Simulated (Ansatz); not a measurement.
# The perfect Mo wire along [111], 7 atoms a period, part 2 of 2

Aim: is the Mo wire along [111], 7 atoms a period a metal or a semiconductor?

Ansatz 0.2.0; DFT PBE, plane waves, PAW; relaxation of a wire's period; PAW set soft_1 (the session's first sound run).

So far: Set-up; The relaxed wire.

**2. The relaxed wire (continued)**

The steps of the relaxation:

```csv
step,energy less that of the first step (eV),largest force component (eV/Å),pressure (GPa),volume (Å³)
1,0.0000,1.8107,-6.69,368.84
2,-0.9710,1.0472,3.39,355.54
3,-1.1952,0.1952,-0.68,358.53
4,-1.2040,0.0291,-0.09,358.34
5,-1.2035,0.0436,-0.09,358.61
6,-1.2044,0.0058,-0.04,358.67
7,-1.2045,0.0089,-0.07,359.13
8*,-1.2038,0.0089,-0.07,359.13
```

Relaxation steps marked * repeat the geometry before them on a plane-wave basis chosen anew for their cell, so energy and pressure can jump there. Relaxation step 5 was tried and not accepted.

The run keeps the 4 symmetry operations that it works with, so distortions that break them were not tested.

```csv
cell as run,before,after,change
c (Å),2.737,2.665,-2.6 %
```

The atoms that moved most (Å, along periodic axes as changes of fractional coordinates times the final cell, across vacuum about the mean position):

```csv
atom,dx,dy,dz,length
Mo3,0.000,-0.128,0.102,0.164
Mo6,0.000,0.128,-0.102,0.164
Mo5,0.106,-0.063,-0.098,0.158
Mo7,-0.106,-0.063,-0.098,0.158
Mo2,0.106,0.063,0.098,0.158
Mo4,-0.106,0.063,0.098,0.158
```

The relaxed structure:

```cif
data_structure
_symmetry_space_group_name_H-M 'P 1'
_symmetry_Int_Tables_number 1
_cell_length_a 11.2690
_cell_length_b 11.9600
_cell_length_c 2.6646
_cell_angle_alpha 90.000
_cell_angle_beta 90.000
_cell_angle_gamma 90.000
_cell_volume 359.13
loop_
_atom_site_label
_atom_site_type_symbol
_atom_site_fract_x
_atom_site_fract_y
_atom_site_fract_z
_atom_site_occupancy
Mo1 Mo 0.50000 0.50001 0.00000 1
Mo2 Mo 0.31112 0.39742 0.37023 1
Mo3 Mo 0.50000 0.70505 0.37173 1
Mo4 Mo 0.68887 0.39742 0.37023 1
Mo5 Mo 0.31112 0.60260 0.62977 1
Mo6 Mo 0.50000 0.29497 0.62827 1
Mo7 Mo 0.68887 0.60260 0.62977 1
```

Numbers from this step:

- energy at zero smearing: -34680.7896 eV
- cell length along the wire: 2.665 Å

The cell's length comes to 2.665 Å with spin left out.

**3. The perfect wire**

This step: DFT PBE, plane waves, PAW; bands of a perfect wire; PAW set soft_1 (Ansatz 0.2.0).

At the relaxed period the bands are computed along the axis; those that cross an energy going forward count the channels that a perfect wire would open there.

input.yaml

```yaml
crystal:
  lattice:
    - [11.269, 0.0, 0.0]
    - [0.0, 11.96, 0.0]
    - [0.0, 0.0, 2.6646335049]
  atoms:
    - { symbol: Mo, position: [0.499996222, 0.500010802, 0.0] }
    - { symbol: Mo, position: [0.311117957, 0.39742345, 0.370225364] }
    - { symbol: Mo, position: [0.499996222, 0.705049067, 0.371731862] }
    - { symbol: Mo, position: [0.688874487, 0.39742345, 0.370225364] }
    - { symbol: Mo, position: [0.311117957, 0.602598154, 0.629774636] }
    - { symbol: Mo, position: [0.499996222, 0.294972537, 0.628268138] }
    - { symbol: Mo, position: [0.688874487, 0.602598154, 0.629774636] }
kpoints:
  mp_grid: { grid: [1, 1, 31] }
  band_path: { path: ["Γ", Z], npoints: 90 }
scf:
  occupations: { method: fermi_dirac, width: 0.05 }
hamiltonian:
  xc: pbe
  pseudopotentials: { kind: paw, azcp: { folder: soft_1 } }
output:
  dos: { e_range: [-5, 4] }
  write_potential: true
  write_density: true
  volumetric_format: npy
```

Command:

```sh
ansatz run input.yaml --threads 4 --pin off --max-ram 16384MiB --backend cpu --events-out ev --progress --plain --runs-dir out
```

Numbers of over 12 decimals in the logs are rounded to 6 here.

What it wrote:

```text
[...]
Crystal: 7 atoms, lattice volume = 359.132 Å³
Basis set: ecut = 420 eV, 7067 PW (Γ)
Bands: 59, of which v1, the nominal top of the filled ones, is band 49 counted from 1 (48 counted from 0)
Symmetry: 4 space group operations
[...]
k-points: 16 of 31
[...]
SCF iter   1: F=—  HF=-34687.909173 eV  |F-HF|=—  |Δ(HF+E_count)|=         —  Δρ=5.52e-2  dr2=3.78e1  ethr=3.10e-3  ⟨swp⟩=10.4  Hψ=4570  notcnv=0
[...]
SCF iter  11: F=-34680.845142 eV  HF=-34680.845142 eV  |F-HF|=1.30e-8  |Δ(HF+E_count)|=   1.24e-8  Δρ=2.23e-6  dr2=3.08e-8  ethr=1.02e-10  ⟨swp⟩=11.6  Hψ=3111  notcnv=0
SCF 1 converged in 11 iterations: F = -34680.845142 eV  dr2 = 3.08e-8
[...]
NSCF: frozen V_eff on 91 k-points
WARN: The output density's exchange-correlation potential varies sharply where the density is thin. Do not read a vacuum level from v_tot or v_xc, or from such a field of the output density. On a cell that repeats whose density bears no net charge and no dipole along the vacuum's axis use v_es (v_loc + v_h of the components); under efield.dipole_correction with no amplitude use v_es + v_field, which holds any externa [...]
SCF converged after 11 iterations
Free energy (F): -34680.845142 eV
[...]
Internal energy: -34680.747624 eV  (E = F + TS)
E sigma→0 (E₀):  -34680.796383 eV
Entropy (-TS):   -0.097518 eV (-13.931 meV/atom)
Fermi energy:    3.724473 eV
[...]
--- Band table (eV; the first three rows and the last of 16) ---
  k-point 0: bands = [... 45 lower, 2.7488, 3.6236, 3.6847, 3.8258, 3.8849, 4.0320, 4.2762, 4.6297, ... 6 higher]
  k-point 1: bands = [... 45 lower, 2.7517, 3.5990, 3.6596, 3.8110, 3.8675, 4.0065, 4.2582, 4.6318, ... 6 higher]
  k-point 2: bands = [... 45 lower, 2.7561, 3.5316, 3.5893, 3.7623, 3.8145, 3.9212, 4.2280, 4.3600, ... 6 higher]
  k-point 15: bands = [... 45 lower, 3.5295, 3.7696, 3.7774, 4.2075, 4.6603, 5.0230, 5.0350, 5.1858, ... 6 higher]
```

The job ended after 37 s (4 threads of Intel Xeon Platinum 8259CL at 2.50GHz (Skylake/Cascade Lake), shared host; peak memory 1.3 GiB; 2.1 min of CPU time).

This step gave:

| Quantity | Value |
| --- | --- |
| energy at zero smearing | -34680.7964 eV |
| band gap | 0 eV |

Electronic bands along the path, in eV, zero at the Fermi level:

```csv
point,band 45,band 46,band 47,band 48,band 49,band 50,band 51,band 52
Γ,-1.03,-0.98,-0.10,-0.04,0.10,0.16,0.31,0.55
halfway,-1.06,-0.70,-0.61,-0.47,-0.44,-0.15,-0.14,0.37
Z,-0.20,-0.19,0.05,0.06,0.48,0.94,1.32,1.33
```

Between Γ and Z the bands cross the Fermi level 10 times, so a perfect wire would conduct at least 10 G₀, with spin left out.

**4. What came out**

```json
{
 "cell length, PBE": "2.665 Å",
 "ballistic conductance by band crossings, a lower bound, PBE": "10 G₀"
}
```

Under PBE the cell's length is 2.66 Å, and the bands cross the Fermi level 10 times between Γ and Z, which gives a perfect wire at least 10 G₀ (opposite crossings within one step of the path cancel in such a count). No spin was allowed, though thin wires with open d shells can turn magnetic.

[Logs are printed without paths, hosts, clocks, repeated set-up lines and the standing remarks that a program may print on its own settings, such as how far it seeks lower states.]

[Hosts, paths, dates, database ids (printed as entryN), source tags and the programs' standing remarks are cut or masked in the printed files.]
